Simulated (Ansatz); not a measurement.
# A thicker film of KBr (001) from two thinner ones

In a field along its normal an insulating film takes a dipole p. Written as a length, p/(ε₀AE), it should grow by 1 − 1/ε for each ångström added.

**Method.** Ansatz 0.2.0, plane waves with PAW datasets (its set soft_2), PBE; rocksalt films relaxed at a bulk in-plane lattice constant near the measured one, then held in weak fields of both signs with a dipole correction (A is the cell's area, E the outer field).

```
    run  distance between the outer atoms (Å)  p/(ε₀AE) (Å)
3 units                                 6.768         6.291
5 units                                13.516        10.357
8 units                                23.631             ?
```

Q: Estimate the withheld value from the rows shown.

Two rows fix a line: slope = (10.357 − 6.291) / (13.516 − 6.768) = 0.6025, intercept 2.2134. That slope means ε = 1/(1 − 0.6025) = 2.52. At 23.631 it gives 0.6025 × 23.631 + 2.2134 = 16.451 Å, beyond the rows fitted. Rounding of the rows alone allows about ±0.003 Å there; two rows can't show whether the line holds.

The run itself gives 16.457 Å: a miss of +0.006 Å, or 0.0 % of the value. The length is met to within 1 %, though ε is more sensitive than the length: the two thickest films give ε = 2.52.

Caveats: This is the electronic response alone. A unit is one step of the cut along the normal (a plane, a pair of planes or a cell), and the layers relax along it, away from their bulk spacing where the functional's lattice constant differs from the one held.

[Logs are printed without paths, hosts, clocks, repeated set-up lines and the standing remarks that a program may print on its own settings, such as how far it seeks lower states.]
